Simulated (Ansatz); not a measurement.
# Optical response of CdF2

Aim: the dielectric function of CdF2, and the optical constants that follow from it.

Method: DFT, PBE, plane-wave PAW, default files, scalar-relativistic, independent-particle optical response without local fields, in Ansatz 0.2.0.

Report form: the programs' logs are mostly left out.

## (1) The starting structure

Symmetry: Fm-3m, No. 225, cubic system. Conventional cell: a = 5.388 Å, b = 5.388 Å, c = 5.388 Å, α = 90.00°, β = 90.00°, γ = 90.00°. Nearest to Cd lie 8 F at 2.33 Å. Nearest to F lie 4 Cd at 2.33 Å. Farther neighbours and most contacts between anions are not listed.

As a file:

```cif
data_structure
_symmetry_space_group_name_H-M 'Fm-3m'
_symmetry_Int_Tables_number 225
_cell_length_a 5.3880
_cell_length_b 5.3880
_cell_length_c 5.3880
_cell_angle_alpha 90.000
_cell_angle_beta 90.000
_cell_angle_gamma 90.000
_cell_volume 156.42
loop_
_atom_site_label
_atom_site_type_symbol
_atom_site_symmetry_multiplicity
_atom_site_Wyckoff_symbol
_atom_site_fract_x
_atom_site_fract_y
_atom_site_fract_z
_atom_site_occupancy
Cd1 Cd 4 a 0.00000 0.00000 0.00000 1
F1 F 8 c 0.25000 0.25000 0.75000 1
```

## (2) Ground state and bands

The self-consistent density comes first; it also tells whether there is a gap, which decides the occupations and the need for a Drude term.

This step: DFT, PBE, plane-wave PAW, default files, scalar-relativistic, ground state (Ansatz 0.2.0).

Contents of input.yaml:

```yaml
crystal:
  lattice:
    - [0.0, 2.694, 2.694]
    - [2.694, 0.0, 2.694]
    - [2.694, 2.694, 0.0]
  atoms:
    - { symbol: Cd, position: [0.0, 0.0, 0.0] }
    - { symbol: F, position: [0.75, 0.75, 0.75] }
    - { symbol: F, position: [0.25, 0.25, 0.25] }
kpoints:
  mp_grid: { grid: [7, 7, 7] }
  band_path:
    path:
      - [[0.0, 0.0, 0.0], [0.5, 0.0, 0.5], [0.5, 0.25, 0.75], [0.375, 0.375, 0.75], [0.0, 0.0, 0.0], [0.5, 0.5, 0.5], [0.625, 0.25, 0.625], [0.5, 0.25, 0.75], [0.5, 0.5, 0.5], [0.375, 0.375, 0.75]]
      - [[0.625, 0.25, 0.625], [0.5, 0.0, 0.5]]
    npoints: 7
scf:
  occupations: { method: fermi_dirac, width: 0.05 }
  n_extra_bands: 7
hamiltonian:
  xc: pbe
  pseudopotentials: { kind: paw }
output:
  forces: true
  stress: true
  populations: true
  write_bands: true
  write_density: true
  write_potential: true
  elf: true
  volumetric_format: npy
```

Launch:

```console
ansatz run input.yaml --threads 2 --pin off --max-ram 5120MiB --backend cpu --events-out ev --progress --plain --runs-dir out
```

The job ended after 9.9 s (2 threads of Intel Xeon Platinum 8259CL at 2.50GHz (Skylake/Cascade Lake), shared host; peak memory 0.37 GiB).

Read-outs, printed or worked out from the files:

```
free energy                  : -9872.1357 eV
Fermi energy                 : 8.067 eV
gap by band count            : 3.160 eV
electrons                    : 34
symmetry operations          : 48
pressure                     : 5.457 GPa
gap on the k-mesh            : 3.160 eV
volume                       : 39.10 Å³
gap on the path              : 3.101 eV
least direct gap on the path : 3.598 eV
```

There is a gap, 3.10 eV on the path, so no carriers' term is needed. The cell is left with a pressure of 5.5 GPa, as it stands unrelaxed at this level.

Electronic bands along the path, in eV, zero at the Fermi level; v1 is the highest filled band, c1 the lowest empty one:

```
          point     v4     v3     v2     v1    c1     c2     c3     c4
              Γ  -2.60  -2.12  -2.12  -2.12  1.48  11.08  11.08  11.08
0.43 of the way  -3.26  -2.12  -1.99  -1.99  3.23   9.35  11.76  11.76
              X  -4.58  -2.13  -1.71  -1.71  6.41   8.06  10.32  12.65
0.43 of the way  -4.23  -2.17  -2.05  -1.67  6.43   8.49  10.12  11.96
              W  -3.15  -3.15  -2.23  -1.62  6.47   9.88  10.08  10.08
0.57 of the way  -3.72  -2.67  -2.13  -1.70  6.40   9.33   9.58  11.63
              K  -3.94  -2.58  -1.97  -1.82  6.36   9.14   9.52  12.85
0.43 of the way  -3.18  -2.94  -2.04  -2.01  4.50   8.86  11.33  12.60
              Γ  -2.60  -2.12  -2.12  -2.12  1.48  11.08  11.08  11.08
0.43 of the way  -2.89  -2.56  -2.09  -2.09  2.95   9.52  11.71  11.71
              L  -3.46  -3.46  -2.02  -2.02  5.57   7.54  12.88  12.88
0.43 of the way  -3.63  -3.14  -2.03  -1.97  5.79   7.92  11.80  12.90
              U  -3.94  -2.58  -1.97  -1.82  6.36   9.14   9.52  12.85
0.43 of the way  -3.72  -2.67  -2.13  -1.70  6.40   9.33   9.58  11.63
              W  -3.15  -3.15  -2.23  -1.62  6.47   9.88  10.08  10.08
0.43 of the way  -3.42  -3.10  -2.12  -1.81  6.05   8.41  11.05  12.02
              L  -3.46  -3.46  -2.02  -2.02  5.57   7.54  12.88  12.88
0.43 of the way  -3.63  -3.14  -2.03  -1.97  5.79   7.92  11.80  12.90
              K  -3.94  -2.58  -1.97  -1.82  6.36   9.14   9.52  12.85
      jump to U  -3.94  -2.58  -1.97  -1.82  6.36   9.14   9.52  12.85
0.57 of the way  -4.36  -2.17  -1.83  -1.74  6.42   8.28  10.17  12.60
              X  -4.58  -2.13  -1.71  -1.71  6.41   8.06  10.32  12.65
```

Electrostatic potential energy in the ac plane of a cell with a along [110], b along [-110] and c along [001] of the cube at fractional y = 0.000, with atoms of Cd and F within 0.2 Å of it. With pseudopotentials it is smooth inside the atoms' cores, unlike the true potential.

Values in eV, 8 rows by 16 columns, each cell a mean:
```
-18 -10   6  11  10   9  -4 -16 -18 -10   6  11  10   9  -4 -16
  2   7   7 -23 -29  -2   9   4   2   7   7 -23 -29  -2   9   4
 13  13  10 -14 -20   4  13  13  13  13  10 -14 -20   4  13  13
 14  14  13  13  13  13  14  14  14  14  13  13  13  13  14  14
 13  14  13  11  10  13  14  14  13  14  13  11  10  13  14  14
 12  12   8 -23 -29  -2  13  12  12  12   8 -23 -29  -2  13  12
 -3   3   8 -14 -20   2   7  -2  -3   3   8 -14 -20   2   7  -2
-21 -12   4  12  13   9  -7 -18 -21 -12   4  12  13   9  -7 -18
```

Valence density in the ac plane of a cell with a along [110], b along [-110] and c along [001] of the cube at fractional y = 0.000, with atoms of Cd and F within 0.2 Å of it. It is the smooth field of the valence electrons, not physical close to the nuclei.

Ten steps, logarithmic in the rise over the least value, from '_' (0 e/Å³) to '@' (22 e/Å³), each cell a mean:
```
@@##==..........==##@@%%**::........::**%%
**++::::--==--::::++****--::::====::::--**
::....--**##**--....::::..::++####==::..::
____..--##%%##--..________::++%%%%++::____
______::++**++::__________..==****--..____
______..::::::..____________..::::..______
__________________________________________
________......________________....________
______..--==--..__________..::====::..____
____..--**##**--..________::++####==..____
..__..--##%%##--..__......::++%%%%++::....
==--..::++**++::..--==--::::==****==::::--
%%**--..::::::..--**%%##++::..::::..::++##
@@%%==..______..==%%@@@@**::..____..--**@@
```

## (3) Spectrum

With the density converged, the vertical transitions are summed over the zone.

This step: DFT, PBE, plane-wave PAW, default files, scalar-relativistic, independent-particle optical response without local fields (Ansatz 0.2.0).

input.yaml, the sections that differ from step 2:

```yaml
kpoints:
  mp_grid: { grid: [7, 7, 7] }
scf:
  occupations: { method: fixed }
output:
  optics:
    e_range: [0, 20]
    de: 0.05
    sigma: 0.1
    nscf_kmesh: { grid: [10, 10, 10] }
    bands: auto
# crystal, hamiltonian: as in step 2
```

Elapsed: 31 s, on 2 threads; peak memory 0.75 GiB; 59 s of CPU time.

Numbers from this step:

```
electronic dielectric constant ε∞, mean over x, y and z (by symmetry where fewer were run)                                                          : 2.945
absorption onset, first axis (α over 10⁴ cm⁻¹, or the direct gap if that lies higher)                                                               : 3.852 eV
main peak of Im epsilon, first axis                                                                                                                 : 10.28 eV
centre of weight of the strongest loss peak in the window                                                                                           : 15.80 eV
photocurrent from vertical transitions in a film 500 nm thick on a perfect mirror (two passes), AM1.5G, no front reflection, all carriers collected : 0.1167 mA/cm²
least direct gap on the mesh                                                                                                                        : 3.598 eV
bands summed                                                                                                                                        : 71
spectra valid up to                                                                                                                                 : 66.4909 eV
program's estimate of the k-sum error in Im epsilon                                                                                                 : 0.06 %
electrons in the f-sum                                                                                                                              : 24.94
```

The Im ε, any direction has structure finer than the step of the table below, so its rows give means over 0.5 eV, whole bins alone (the curve runs from 0 to 20 eV). Peaks (eV: height): 8.95: 1.59, 10.30: 3.28, 12.40: 3.04, 13.70: 2.92, 17.75: 1.46.

Im ε, any direction against photon energy; means over each step:

```
photon energy (eV)  Im ε, any direction
               3.0                    0
               3.5              0.00910
               4.0                0.261
               4.5                0.862
               5.0                 1.11
               5.5                 1.23
               6.0                 1.29
               6.5                 1.32
               7.0                 1.33
               7.5                 1.33
               8.0                 1.17
               8.5                0.999
               9.0                 1.37
               9.5                 1.21
              10.0                 2.36
              10.5                 2.74
              11.0                 1.25
              11.5                0.958
              12.0                 1.63
              12.5                 2.36
              13.0                 1.61
              13.5                 2.46
              14.0                 2.71
              14.5                 2.51
              15.0                 1.82
              15.5                 1.19
              16.0                 1.12
              16.5                 1.02
              17.0                0.701
              17.5                 1.31
              18.0                 1.11
              18.5                0.934
              19.0                0.809
              19.5                0.611
```

Table of Re ε, any direction by photon energy:

```
photon energy (eV)  Re ε, any direction
               0.0                 2.95
               0.5                 2.95
               1.0                 2.97
               1.5                 3.00
               2.0                 3.05
               2.5                 3.12
               3.0                 3.23
               3.5                 3.42
               4.0                 3.85
               4.5                 3.77
               5.0                 3.50
               5.5                 3.28
               6.0                 3.10
               6.5                 2.95
               7.0                 2.82
               7.5                 2.71
               8.0                 2.48
               8.5                 2.83
               9.0                 2.75
               9.5                 3.09
              10.0                 3.50
              10.5                 1.57
              11.0                 1.37
              11.5                 2.35
              12.0                 3.01
              12.5                 1.40
              13.0                 2.40
              13.5                 2.54
              14.0                 1.27
              14.5                0.971
              15.0              -0.0669
              15.5                0.619
              16.0                0.925
              16.5                0.728
              17.0                 1.28
              17.5                 1.44
              18.0                0.861
              18.5                 1.08
              19.0                0.952
              19.5                 1.24
              20.0                 1.74
```

Table of refractive index n and extinction k by photon energy:

```
photon energy (eV)      n       k
                 0   1.72       0
                 1   1.72       0
                 2   1.75       0
                 3   1.80       0
                 4   1.96  0.0485
                 5   1.89   0.293
                 6   1.80   0.360
                 7   1.72   0.386
                 8   1.62   0.368
                 9   1.72   0.452
                10   1.96   0.598
                11   1.26   0.456
                12   1.79   0.434
                13   1.62   0.471
                14   1.47   0.943
                15  0.872   0.910
                16   1.10   0.526
                17   1.17   0.278
                18   1.05   0.482
                19   1.04   0.372
                20   1.36   0.321
```

The loss function −Im 1/ε at q → 0, any direction has structure finer than the step of the table below, so its rows give means over 1 eV, whole bins alone (the curve runs from 0 to 20 eV). Peaks (eV: height): 10.8: 0.429, 12.6: 0.358, 15.1: 0.707, 16.6: 0.703, 17.9: 0.597, 18.9: 0.536.

The loss function −Im 1/ε at q → 0, any direction by energy loss; means over each step:

```
energy loss (eV)  loss function −Im 1/ε at q → 0, any direction
               3                                         1.8e-6
               4                                         0.0214
               5                                         0.0814
               6                                          0.114
               7                                          0.137
               8                                          0.141
               9                                          0.123
              10                                          0.149
              11                                          0.295
              12                                          0.157
              13                                          0.239
              14                                          0.285
              15                                          0.538
              16                                          0.568
              17                                          0.415
              18                                          0.489
              19                                          0.446
```

Values under 1 per cm are given as 1. Absorption coefficient, any direction against photon energy:

photon energy (eV), log10 absorption coefficient, any direction (1/cm) and a bar:
```
     0.00        0.0 
     1.00        0.0 
     2.00        0.0 
     3.00        0.0 
     4.00        4.3 #####################
     5.00        5.2 #########################
     6.00        5.3 ##########################
     7.00        5.4 ###########################
     8.00        5.5 ###########################
     9.00        5.6 ###########################
    10.00        5.8 ############################
    11.00        5.7 ############################
    12.00        5.7 ############################
    13.00        5.8 ############################
    14.00        6.1 ##############################
    15.00        6.1 ##############################
    16.00        5.9 #############################
    17.00        5.7 ############################
    18.00        5.9 #############################
    19.00        5.9 #############################
    20.00        5.8 ############################
```

At chosen wavelengths:

```
wavelength (nm)     n      k  R (%)        1/α
           1550  1.72  0.000    7.0  over 1 mm
            800  1.73  0.000    7.2  over 1 mm
            633  1.74  0.000    7.4  over 1 mm
            532  1.76  0.000    7.6  over 1 mm
            450  1.78  0.000    7.9  over 1 mm
            405  1.80  0.000    8.2  over 1 mm
            193  1.76  0.374    9.3      41 nm
```

Rows near the edge hang on the gap, which this functional as a rule makes too small, and phonon-assisted absorption is left out.

Through 1 µm of it, D65 light comes out colourless (x = 0.313, y = 0.330; 86 % transmitted).

The f-sum over the summed bands holds 24.9 of the cell's 34 electrons outside the frozen cores, 12 of which lie in bands more than 12 eV below the Fermi level, whose transitions come at higher energies. Up to 20 eV the strength has a mean oscillator energy of 11.1 eV, and these transitions give 72 % of ε∞ − 1 along x; the rest comes from higher ones.

## (4) Static response with local fields

Perturbation theory gives the static response with local fields and the functional's kernel, and it needs no empty bands.

This step: DFT, PBE, plane-wave PAW, default files, scalar-relativistic, static field response by perturbation theory with local fields (Ansatz 0.2.0).

input.yaml: that of step 3 with these lines changed.

```diff
@@ -16,8 +16,2 @@
   pseudopotentials: { kind: paw }
-output:
-  optics:
-    e_range: [0, 20]
-    de: 0.05
-    sigma: 0.1
-    nscf_kmesh: { grid: [10, 10, 10] }
-    bands: auto
+dielectric: {}
```

Elapsed: 6.4 s, on 2 threads; peak memory 0.43 GiB; 12 s of CPU time.

Numbers from this step:

| Item | Value |
| --- | --- |
| electronic dielectric constant ε∞, mean over x, y and z (by symmetry where fewer were run) | 2.847 |

ε∞ with local fields:

```
2.85 0.00 0.00
0.00 2.85 0.00
0.00 0.00 2.85
```

Diagonal elements. Born, by row:

```
atom  Z*xx (e)  Z*yy (e)  Z*zz (e)
 Cd1     2.469     2.469     2.469
  F2    -1.234    -1.234    -1.234
  F3    -1.234    -1.234    -1.234
```

Mean Born charges are Cd +2.47 and F -1.23, against formal valences of +2 and -1. The largest lies a little above its ionic value.

## (5) Outcome

```json
{"gap on the path": "3.10 eV", "least direct gap on the path": "3.60 eV", "electronic dielectric constant ε∞, mean over x, y and z (by symmetry where fewer were run) (independent particles)": "2.95", "absorption onset, first axis (α over 10⁴ cm⁻¹, or the direct gap if that lies higher)": "3.85 eV", "main peak of Im epsilon, first axis": "10.3 eV", "centre of weight of the strongest loss peak in the window, first axis": "15.8 eV", "photocurrent from vertical transitions in a film 500 nm thick on a perfect mirror (two passes), AM1.5G, no front reflection, all carriers collected": "0.117 mA/cm²", "electronic dielectric constant ε∞, mean over x, y and z (by symmetry where fewer were run) (static response with local fields)": "2.85"}
```

In words: At this level (PBE, independent particles) CdF2 has ε∞ = 2.95 (2.85 with local fields) and n = 1.72 at 1550 nm; absorption sets in near 3.9 eV, and Im ε peaks at 10.3 eV. The gap is indirect (3.10 eV), so absorption without phonons can begin only at the direct gap of 3.60 eV. The absorption coefficient passes 10⁴ cm⁻¹ at 3.85 eV, in the ultraviolet, so the visible is passed. The strongest loss structure up to 20 eV has its centre of weight at 15.8 eV; a free-electron gas of the 24.9 electrons in the f-sum would put its plasmon at 29.7 eV. Distinct maxima of Im ε, read by a parabola through the highest points, lie at 8.96 eV (1.6), 10.28 eV (3.3), 12.41 eV (3.0) and 13.72 eV (2.9). The f-sum over the summed bands holds 24.9 of the cell's 34 electrons outside the frozen cores, 12 of which lie in bands more than 12 eV below the Fermi level, whose transitions come at higher energies. Up to 20 eV the strength has a mean oscillator energy of 11.1 eV, and these transitions give 72 % of ε∞ − 1 along x; the rest comes from higher ones. Through 1 µm of it, D65 light comes out colourless (x = 0.313, y = 0.330; 86 % transmitted). With local fields and the functional's kernel the static response is 2.85 against 2.95 for independent particles (-3 %). In the base spectrum excitons and phonon-assisted transitions are missing, and so are local fields; PBE gaps are as a rule too small, which pulls the onset down and ε∞ up. In the base run ε includes the program's bounded estimate of what the bands above those summed add.

[Logs are printed without paths, hosts, clocks, repeated set-up lines and the standing remarks that a program may print on its own settings, such as how far it seeks lower states.]

[Hosts, paths, dates, database ids (printed as entryN), source tags and the programs' standing remarks are cut or masked in the printed files.]
